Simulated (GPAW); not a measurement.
# Core-hole calculation of the O K edge in PbO (Litharge, P4/nmm)

Aim: the near-edge shape at the O K edge of PbO (Litharge, P4/nmm), and what the core hole does to it.

Program: GPAW 26.7.0. Level of theory: X-ray absorption from dipole matrix elements to empty bands, plane-wave PAW LDA, without spin-orbit coupling. Results are calculated unless marked as measured.

The database entry behind the starting cell differs from later determinations by our own check (an axis about 0.4 % long against later determinations), so it need not match the best structure at ambient conditions.

## Step 1: Starting point

Symmetry: P4/nmm, No. 129, tetragonal system. Conventional cell: a = 3.990 Å, b = 3.990 Å, c = 5.010 Å, α = 90.00°, β = 90.00°, γ = 90.00°. Nearest to Pb lie 4 O at 2.33 Å. Nearest to O lie 4 Pb at 2.33 Å. Farther neighbours and most contacts between anions are not listed.

As a file:

```xyz
4
Lattice="3.9900 0.0000 0.0000 0.0000 3.9900 0.0000 0.0000 0.0000 5.0100" Properties=species:S:1:pos:R:3 pbc="T T T"
Pb    1.9950    0.0000    3.8076
Pb    0.0000    1.9950    1.2024
O     1.9950    1.9950    0.0000
O     0.0000    0.0000    0.0000
```

## Step 2: The field without a hole

A plain self-consistent run shows whether there is a gap, which decides the set-up of the core-hole run.

File scf.py:

```python
import numpy as np
from ase import Atoms
from ase.parallel import parprint, paropen
from gpaw import GPAW, PW, FermiDirac, Mixer, MixerDif, setup_paths
from gpaw.test import gen
setup_paths.insert(0, '.')
gen('O', name='nch1s', xcname='LDA', corehole=(1, 0, 0), write_xml=True)
from gpaw.mpi import world
world.barrier()

atoms = Atoms('Pb2O2',
    cell=[[3.99, 0, 0],
     [0, 3.99, 0],
     [0, 0, 5.01]],
    scaled_positions=[[0.5, 0, 0.76],
     [0, 0.5, 0.24],
     [0.5, 0.5, 0],
     [0, 0, 0]],
    pbc=True)
atoms.calc = calc = GPAW(legacy_gpaw=True, mode=PW(500, force_complex_dtype=True), xc='LDA', setups={2: 'nch1s'},
    kpts={'size': (6, 6, 5), 'gamma': True}, occupations=FermiDirac(0.05),
    charge=0, mixer=Mixer(0.1, 5, 50), maxiter=150,
    convergence={'density': 0.0001, 'eigenstates': 1e-6}, txt='scf.txt')
energy = atoms.get_potential_energy() + calc.get_reference_energy()
ef = calc.get_fermi_level()
out = dict(energy=energy, fermi=ef, forces=atoms.get_forces().tolist())
parprint(f'all-electron energy {energy:.4f} eV, Fermi level {ef:.4f} eV')
ev = np.array([[calc.get_eigenvalues(k, s) for k in range(len(calc.get_ibz_k_points()))] for s in range(calc.get_number_of_spins())])
out['homo'], out['lumo'], out['counts'] = ev[ev < ef].max(), ev[ev > ef].min(), sorted(set((ev < ef).sum((0, 2)).tolist()))
out['filled'] = (ev[:, 0] < ef).sum(1).tolist()
import json
with paropen('out.json', 'w') as f:
    json.dump(out, f)
```

Command:

```
$ OMP_NUM_THREADS=1 mpirun -n 4 gpaw python scf.py
```

Numbers of over 12 decimals in the logs are rounded to 6 here.

The program printed:

```text
Input parameters:
  convergence: {density: 0.0001,
                eigenstates: 1e-06}
  kpts: {gamma: True,
         size: (6, 6, 5)}
  maxiter: 150
  mixer: {backend: pulay,
          beta: 0.1,
          method: separate,
          nmaxold: 5,
          weight: 50}
  mode: {ecut: 500.0,
         force_complex_dtype: True,
         name: pw}
  occupations: {fixmagmom: False,
                name: fermi-dirac,
                width: 0.05}
  setups: {2: nch1s}

Initialize ...

[... PAW data sets ...]

Reference energy: -1137997.683398  # eV

Spin-paired calculation

[... convergence settings ...]
Symmetries present (total): 8
  [... symmetry matrices ...]

180 k-points: 6 x 6 x 5 Monkhorst-Pack grid + [1/12,1/12,0.000000]
30 k-points in the irreducible part of the Brillouin zone
       k-points in crystal coordinates                weights
   0:     0.00000000    0.00000000    0.00000000          1/180
   1:     0.00000000    0.00000000    0.20000000          2/180
   2:     0.00000000    0.00000000    0.40000000          2/180
   3:     0.16666667    0.00000000    0.00000000          4/180
   4:     0.16666667    0.00000000    0.20000000          8/180
   5:     0.16666667    0.00000000    0.40000000          8/180
   6:     0.16666667    0.16666667    0.00000000          4/180
   7:     0.16666667    0.16666667    0.20000000          8/180
   8:     0.16666667    0.16666667    0.40000000          8/180
   9:     0.33333333    0.00000000    0.00000000          4/180
          ...
  29:     0.50000000    0.50000000    0.40000000          2/180

Wave functions: Plane wave expansion
  Cutoff energy: 500.000 eV
  Number of coefficients (min, max): 2004, 2051
  Pulay-stress correction: 0.000000 eV/Ang^3 (de/decut=0.000000)
  Using FFTW library
  Wavefunction extrapolation:
    Improved wavefunction reuse through dual PAW basis

Occupation numbers: Fermi-Dirac:
  width: 0.0500  # eV

Eigensolver
   Davidson(niter=2)

Densities:
  Coarse grid: 21*21*27 grid
  Fine grid: 42*42*54 grid
  Total Charge: 0.000000

Density mixing:
  Method: separate
  Backend: pulay
  Linear mixing parameter: 0.1
  old densities: 5
  Width of damping distribution: 1.1
  Damping of long wavelength oscillations: 50

[... Hamiltonian set-up ...]
Number of atoms: 4
Number of atomic orbitals: 26
Number of bands in calculation: 26
Number of valence electrons: 40
Bands to converge: occupied

... initialized

Initializing position-dependent things.

Density initialized from atomic densities
Creating initial wave functions:
  26 bands from LCAO basis set

Positions:
   0 Pb     1.995000    0.000000    3.807600    ( 0.0000,  0.0000,  0.0000)
   1 Pb     0.000000    1.995000    1.202400    ( 0.0000,  0.0000,  0.0000)
   2 O      1.995000    1.995000    0.000000    ( 0.0000,  0.0000,  0.0000)
   3 O      0.000000    0.000000    0.000000    ( 0.0000,  0.0000,  0.0000)

Unit cell:
           periodic     x           y           z      points  spacing
  1. axis:    yes    3.990000    0.000000    0.000000    21     0.1900
  2. axis:    yes    0.000000    3.990000    0.000000    21     0.1900
  3. axis:    yes    0.000000    0.000000    5.010000    27     0.1856

  Lengths:   3.990000   3.990000   5.010000
  Angles:   90.000000  90.000000  90.000000

Effective grid spacing dv^(1/3) = 0.1885

iter:   1   -28.258321
iter:   2   -25.974725   -0.46  -1.01
iter:   3   -24.647283   -0.51  -1.14
iter:   4   -24.631217   -1.73  -1.42
iter:   5   -24.540985   -2.12  -1.59
iter:   6   -24.529011   -1.90  -2.03
iter:   7   -24.528014c  -2.95  -2.34
iter:   8   -24.522126c  -3.40  -2.53
iter:   9   -24.521972c  -4.77  -2.88
iter:  10   -24.522074c  -4.39  -2.98
iter:  11   -24.522064c  -5.46  -3.02
iter:  12   -24.522080c  -4.89  -2.99
iter:  13   -24.521950c  -4.56  -3.25
iter:  14   -24.521948c  -5.79  -3.78
iter:  15   -24.521949c  -6.04c -3.83
iter:  16   -24.521947c  -7.35c -3.99
iter:  17   -24.521946c  -6.75c -4.09c

Converged after 17 iterations.

Dipole moment: (-0.000000, 0.000000, -0.000000) |e|*Ang

Energy contributions relative to reference atoms: (reference = -1137997.683398)

Kinetic:        +27.277739
Potential:      -26.660667
External:        +0.000000
XC:             -24.921365
Entropy (-ST):   -0.000001
Local:           -0.217652
SIC:             +0.000000
--------------------------
Free energy:    -24.521946
Extrapolated:   -24.521946

Showing only first 2 kpts
 Kpt  Band  Eigenvalues  Occupancy
  0    18      3.59611    2.00000
  0    19      5.19155    1.99998
  0    20      7.51873    0.00000
  0    21     10.60741    0.00000

  1    18      3.59684    2.00000
  1    19      4.98231    2.00000
  1    20      7.24126    0.00000
  1    21      9.83677    0.00000

Fermi level: 5.76148

Gap: 1.095 eV
Transition (v -> c):
  (s=0, k=0, n=19, [0.00, 0.00, 0.00]) -> (s=0, k=27, n=20, [0.50, 0.50, 0.00])
Direct/indirect transitions are different
Direct gap: 2.045 eV
Transition at: (s=0, k=27, n=19, [0.50, 0.50, 0.00])

Forces in eV/Ang:
  0 Pb    0.00000    0.00000    0.65689
  1 Pb    0.00000    0.00000   -0.65689
  2 O    -0.00000    0.00000    0.00000
  3 O     0.00000    0.00000    0.00000
Scalar-relativistic atomic LDA calculation for O (Oxygen, Z=8)
Core hole in 1s state (1s occupation: 2.0)
300 radial gridpoints.
|------------------------------------------------|
|------------------------------------------------|
[... the atom generator's iteration count ...]

Energy contributions:
-------------------------
Kinetic:      +74.266897
XC:            -7.772280
Potential:   -141.018865
-------------------------
Total:        -74.524248

state      eigenvalue         ekin         rmax
-----------------------------------------------
1s^2.0 :   -18.772897    28.821965        0.130
2s^2.0 :    -0.872866     3.204810        0.874
2p^4.0 :    -0.337925     2.553337        0.813
-----------------------------------------------
(units: Bohr and Hartree)

Generating PAW setup
Kinetic energy of the core from tauc = 57.689706
Cutoffs:
rc(s)=1.300
rc(p)=1.130
rc(d)=1.170
rc(vbar)=1.300
rc(comp)=1.260
rc(nct)=1.300

Kinetic energy of the core states: 57.643930
Charge: 0.0
Core electrons: 2.0
Valence electrons: 6.0
Pseudo-core charge: 0.000776
Shape function alpha=6.299
Pseudo-electron charge 5.666261
state    eigenvalue         norm
--------------------------------
2s(2) :    -0.872866     1.079797
*s    :     0.127134
2p(4) :    -0.337925     0.876472
*p    :     0.662075
*d    :     0.000000
--------------------------------

Diagonalizing with gridspacing h=0.050

state   all-electron     PAW
-------------------------------
2s:      -0.872866    -0.873954
2p:      -0.337925    -0.341740
*d:                    0.050276
*f:                    0.077289
-------------------------------
all-electron energy -1138022.2053 eV, Fermi level 5.7615 eV
```

Elapsed: 7.2 s, on 4 MPI ranks of Intel Xeon 6975P-C (Granite Rapids), shared host; peak memory 0.19 GiB.

The mesh shows a gap of 1.10 eV, so the hole is first treated in a charged cell, without the excited electron.

## Step 3: Spectrum without a core hole, O atom 3

This cheap baseline ignores the attraction of the hole: it shows the absorber's empty states as they are in the ground state. The data set with a hole of occupation 0 only carries the core orbital.

The absorber has 4 Pb at 2.33 Å (tetrahedral, site symmetry -4m2).

File xas.py:

```python
import numpy as np
from ase import Atoms
from ase.parallel import parprint, paropen
from gpaw import GPAW, PW, FermiDirac, Mixer, MixerDif, setup_paths
from gpaw.test import gen
setup_paths.insert(0, '.')
gen('O', name='nch1s', xcname='LDA', corehole=(1, 0, 0), write_xml=True)
from gpaw.mpi import world
world.barrier()

atoms = Atoms('Pb2O2',
    cell=[[3.99, 0, 0],
     [0, 3.99, 0],
     [0, 0, 5.01]],
    scaled_positions=[[0.5, 0, 0.76],
     [0, 0.5, 0.24],
     [0.5, 0.5, 0],
     [0, 0, 0]],
    pbc=True)
atoms.calc = calc = GPAW(legacy_gpaw=True, mode=PW(500, force_complex_dtype=True), xc='LDA', setups={2: 'nch1s'},
    kpts={'size': (6, 6, 5), 'gamma': True}, occupations=FermiDirac(0.02),
    charge=0, mixer=Mixer(0.1, 5, 50), maxiter=150,
    convergence={'density': 0.0001, 'eigenstates': 1e-6}, txt='scf.txt')
energy = atoms.get_potential_energy() + calc.get_reference_energy()
ef = calc.get_fermi_level()
out = dict(energy=energy, fermi=ef, forces=atoms.get_forces().tolist())
parprint(f'all-electron energy {energy:.4f} eV, Fermi level {ef:.4f} eV')
ev = np.array([[calc.get_eigenvalues(k, s) for k in range(len(calc.get_ibz_k_points()))] for s in range(calc.get_number_of_spins())])
out['homo'], out['lumo'], out['counts'] = ev[ev < ef].max(), ev[ev > ef].min(), sorted(set((ev < ef).sum((0, 2)).tolist()))
out['filled'] = (ev[:, 0] < ef).sum(1).tolist()

from ase.units import Ha
from gpaw.xas import dipole_matrix_elements
nb = int(calc.get_number_of_electrons() / 2) + 51
top, nb = nb, nb + 8 + nb // 12
nscf = calc.fixed_density(kpts={'size': (6, 6, 5), 'gamma': True}, nbands=nb,
    convergence={'bands': top, 'eigenstates': 5e-3}, maxiter=60, txt='nscf.txt')
cell = atoms.cell.array
ops = [cell.T @ U.T @ np.linalg.inv(cell.T) for U in nscf.wfs.kd.symmetry.op_scc]
filled = [20]  # bands filled in the ground state, by spin
E = np.arange(-25, 34, 0.1)
fwhm = np.interp(E, [4, 25], [0.9, 3.5])
Y, X, zero, highest = 0, 0, 1e9, 1e9
for spin in range(nscf.get_number_of_spins()):
    wfs = nscf.wfs
    mine = wfs.bd.get_slice()  # this rank's bands
    A = dipole_matrix_elements(wfs.setups[2])
    eps = np.zeros((wfs.kd.nibzkpts, nb))
    d = np.zeros((3, A.shape[1], wfs.kd.nibzkpts, nb), complex)
    for kpt in wfs.kpt_u:
        if kpt.s == spin and 2 in kpt.P_ani:
            eps[kpt.k, mine] = kpt.eps_n * Ha
            d[:, :, kpt.k, mine] = (kpt.weight * wfs.nspins / 2) ** 0.5 * np.inner(A, kpt.P_ani[2])
    world.sum(eps)
    world.sum(d)
    T = np.einsum('amkn,bmkn->abkn', d, d.conj()).real
    T = sum(np.einsum('ai,ijkn,bj->abkn', R, T, R) for R in ops) / len(ops)
    empty = np.ones_like(eps, bool) & (np.arange(nb) >= filled[spin])
    zero, highest = min(zero, eps[empty].min()), min(highest, eps[:, top - 1].min())
    lines = [(eps, T, empty)] if spin == 0 else lines + [(eps, T, empty)]
for eps, T, empty in lines:
    f = np.einsum('aakn->akn', T).reshape(3, -1)
    x = eps.ravel() - zero
    w = np.interp(x, E, fwhm) / 2.35482
    g = np.exp(-0.5 * ((E[:, None] - x) / w) ** 2) / (w * (2 * np.pi) ** 0.5)
    Y = Y + (f * empty.ravel()) @ g.T
    X = X + (f * ~empty.ravel()) @ g.T
out.update(E=E.round(2).tolist(), xas=Y.tolist(), xes=X.tolist(), zero=zero, valid=highest - zero, nk=len(eps), nb=nb)
for i in range(0, len(E), 10):
    parprint(f'{E[i]:7.2f}', *(f'{v:10.3e}' for v in Y[:, i]))
import json
with paropen('out.json', 'w') as f:
    json.dump(out, f)
```

Command:

```
$ OMP_NUM_THREADS=1 mpirun -n 4 gpaw python xas.py
```

The program printed:

```text
Input parameters:
  convergence: {density: 0.0001,
                eigenstates: 1e-06}
  kpts: {gamma: True,
         size: (6, 6, 5)}
  maxiter: 150
  mixer: {backend: pulay,
          beta: 0.1,
          method: separate,
          nmaxold: 5,
          weight: 50}
  mode: {ecut: 500.0,
         force_complex_dtype: True,
         name: pw}
  occupations: {fixmagmom: False,
                name: fermi-dirac,
[...]
*p    :     0.662075
*d    :     0.000000
--------------------------------

Diagonalizing with gridspacing h=0.050

state   all-electron     PAW
-------------------------------
2s:      -0.872866    -0.873954
2p:      -0.337925    -0.341740
*d:                    0.050276
*f:                    0.077289
-------------------------------
all-electron energy -1138022.2053 eV, Fermi level 5.6407 eV
[...]
32.00  7.912e-05  7.912e-05  5.021e-05
  33.00  7.238e-05  7.238e-05  4.899e-05
[key lines of the parts left out:]
Converged after 17 iterations.
Dipole moment: (0.000000, -0.000000, 0.000000) |e|*Ang
Free energy:    -24.521946
Fermi level: 5.64073
```

Run time: 14 s. Hardware: 4 MPI ranks; peak memory 0.26 GiB.

The O K spectrum, O atom 3, no core hole (energy from the lowest empty level; intensity scaled to a mean of 1 over the first 20 eV; polarised curves are means over the symmetry-equivalent atoms):

```
E (eV)  isotropic  ε ⊥ c  ε ∥ c
  -2.0       0.00   0.00   0.00
  -1.4       0.00   0.00   0.00
  -0.8       0.00   0.00   0.00
  -0.2       0.00   0.00   0.01
   0.4       0.09   0.09   0.11
   1.0       0.59   0.53   0.71
   1.6       1.86   1.54   2.49
   2.2       2.60   2.42   2.98
   2.8       1.51   1.58   1.37
   3.4       1.11   1.09   1.14
   4.0       1.34   1.36   1.30
   4.6       1.39   1.51   1.14
   5.2       1.62   1.72   1.42
   5.8       2.47   2.45   2.50
   6.4       2.35   2.33   2.39
   7.0       1.31   1.33   1.27
   7.6       0.74   0.78   0.66
   8.2       0.55   0.59   0.47
   8.8       0.41   0.44   0.36
   9.4       0.32   0.36   0.24
  10.0       0.30   0.36   0.18
  10.6       0.45   0.54   0.27
  11.2       0.65   0.75   0.46
  11.8       0.77   0.84   0.64
  12.4       0.78   0.81   0.72
  13.0       0.74   0.77   0.69
  13.6       0.78   0.84   0.66
  14.2       0.91   0.99   0.75
  14.8       1.07   1.14   0.93
  15.4       1.18   1.21   1.12
  16.0       1.18   1.16   1.23
  16.6       1.06   0.99   1.19
  17.2       0.86   0.77   1.04
  17.8       0.66   0.58   0.82
  18.4       0.52   0.47   0.63
  19.0       0.47   0.44   0.53
  19.6       0.48   0.46   0.50
  20.2       0.51   0.49   0.54
  20.8       0.54   0.51   0.59
  21.4       0.56   0.52   0.65
  22.0       0.58   0.52   0.70
  22.6       0.59   0.51   0.75
  23.2       0.61   0.51   0.81
  23.8       0.63   0.52   0.85
  24.4       0.66   0.55   0.88
  25.0       0.69   0.60   0.87
  25.6       0.73   0.67   0.84
  26.2       0.78   0.76   0.82
  26.8       0.84   0.85   0.82
  27.4       0.90   0.94   0.83
  28.0       0.94   0.99   0.85
  28.6       0.96   1.02   0.85
  29.2       0.96   1.02   0.82
  29.8       0.93   1.01   0.77
  30.4       0.89   0.98   0.70
  31.0       0.84   0.94   0.63
  31.6       0.79   0.90   0.58
```

Main maxima below 24 eV (height): 2.1 eV (2.65), 4.3 eV (1.44), 6.1 eV (2.60) and 15.7 eV (1.20). A K edge sees empty p states on the absorber.

The same matrix elements for filled bands give the O K emission of O atom 3 (ground-state approximation; energy from the lowest empty level, largest value 1):

```
E (eV)  emission
-24.00      0.00
-23.25      0.00
-22.50      0.00
-21.75      0.00
-21.00      0.00
-20.25      0.00
-19.50      0.00
-18.75      0.00
-18.00      0.00
-17.25      0.01
-16.50      0.01
-15.75      0.00
-15.00      0.00
-14.25      0.00
-13.50      0.00
-12.75      0.00
-12.00      0.00
-11.25      0.00
-10.50      0.00
 -9.75      0.03
 -9.00      0.12
 -8.25      0.08
 -7.50      0.03
 -6.75      0.01
 -6.00      0.09
 -5.25      0.44
 -4.50      0.52
 -3.75      0.60
 -3.00      0.88
 -2.25      0.89
 -1.50      0.27
 -0.75      0.03
  0.00      0.00
  0.75      0.00
  1.50      0.00
  2.25      0.00
  3.00      0.00
```

Emission maxima: -8.8 eV (0.12) and -2.6 eV (1.00).

## Step 4: Reference energy of the supercell

The photon energy needs a difference of total energies, so the cell and mesh of the coming hole run are first run without a hole.

scf.py, as its differences from that of step 2:

```diff
@@ -10,13 +10,17 @@
 
-atoms = Atoms('Pb2O2',
-    cell=[[3.99, 0, 0],
-     [0, 3.99, 0],
-     [0, 0, 5.01]],
-    scaled_positions=[[0.5, 0, 0.76],
-     [0, 0.5, 0.24],
-     [0.5, 0.5, 0],
-     [0, 0, 0]],
+atoms = Atoms('Pb4O4',
+    cell=[[-3.99, 3.99, 0],
+     [-3.99, -3.99, 0],
+     [3.99, 0, 5.01]],
+    scaled_positions=[[0.13, 0.13, 0.76],
+     [0.63, 0.63, 0.76],
+     [0.37, 0.87, 0.24],
+     [0.87, 0.37, 0.24],
+     [0, 0.5, 0],
+     [0.5, 0, 0],
+     [0, 0, 0],
+     [0.5, 0.5, 0]],
     pbc=True)
-atoms.calc = calc = GPAW(legacy_gpaw=True, mode=PW(500, force_complex_dtype=True), xc='LDA', setups={2: 'nch1s'},
-    kpts={'size': (6, 6, 5), 'gamma': True}, occupations=FermiDirac(0.05),
+atoms.calc = calc = GPAW(legacy_gpaw=True, mode=PW(500, force_complex_dtype=True), xc='LDA', setups={4: 'nch1s'},
+    kpts={'size': (4, 4, 4), 'gamma': True}, occupations=FermiDirac(0.02),
     charge=0, mixer=Mixer(0.1, 5, 50), maxiter=150,
```

Command:

```
$ OMP_NUM_THREADS=1 mpirun -n 4 gpaw python scf.py
```

The program printed:

```text
Input parameters:
  convergence: {density: 0.0001,
                eigenstates: 1e-06}
  kpts: {gamma: True,
         size: (4, 4, 4)}
  maxiter: 150
  mixer: {backend: pulay,
          beta: 0.1,
          method: separate,
          nmaxold: 5,
          weight: 50}
  mode: {ecut: 500.0,
         force_complex_dtype: True,
         name: pw}
  occupations: {fixmagmom: False,
                name: fermi-dirac,
[...]
<dir> UserWarning: Initial realspace grid (30,30,35) inconsistent with symmetries.
  warnings.warn(
<dir> UserWarning: Initial realspace grid (30,30,35) inconsistent with symmetries.
  warnings.warn(
<dir> UserWarning: Using symmetrized grid: (35,35,35).

  warnings.warn('Using symmetrized grid: ({},{},{}).\n'.format(*N_c))
<dir> UserWarning: Using symmetrized grid: (35,35,35).

  warnings.warn('Using symmetrized grid: ({},{},{}).\n'.format(*N_c))
all-electron energy -2276044.4096 eV, Fermi level 5.6316 eV
[key lines of the parts left out:]
Converged after 15 iterations.
Dipole moment: (0.000000, 0.000000, 0.000000) |e|*Ang
Free energy:    -49.042847
Fermi level: 5.63158
```

Elapsed: 19 s, on 4 MPI ranks; peak memory 0.27 GiB.

Reference energy: -2276044.410 eV with the cores included.

[end of part 1 of 2]

[Banner, clock and machine lines of the logs are left out without a mark of their own.]

[Logs are printed without paths, hosts, clocks, repeated set-up lines and the standing remarks that a program may print on its own settings, such as how far it seeks lower states.]

[Hosts, paths, dates, database ids (printed as entryN), source tags and the programs' standing remarks are cut or masked in the printed files.]

[Lists of maxima count a maximum above −3 eV only where it reaches 4 % of the highest in the window and stands out from its surroundings by 2 % of it (1.5 % where it reaches 55 %); shoulders and weaker maxima are passed over, and of the rest the first, up to two pre-edge ones and the few strongest are named.]
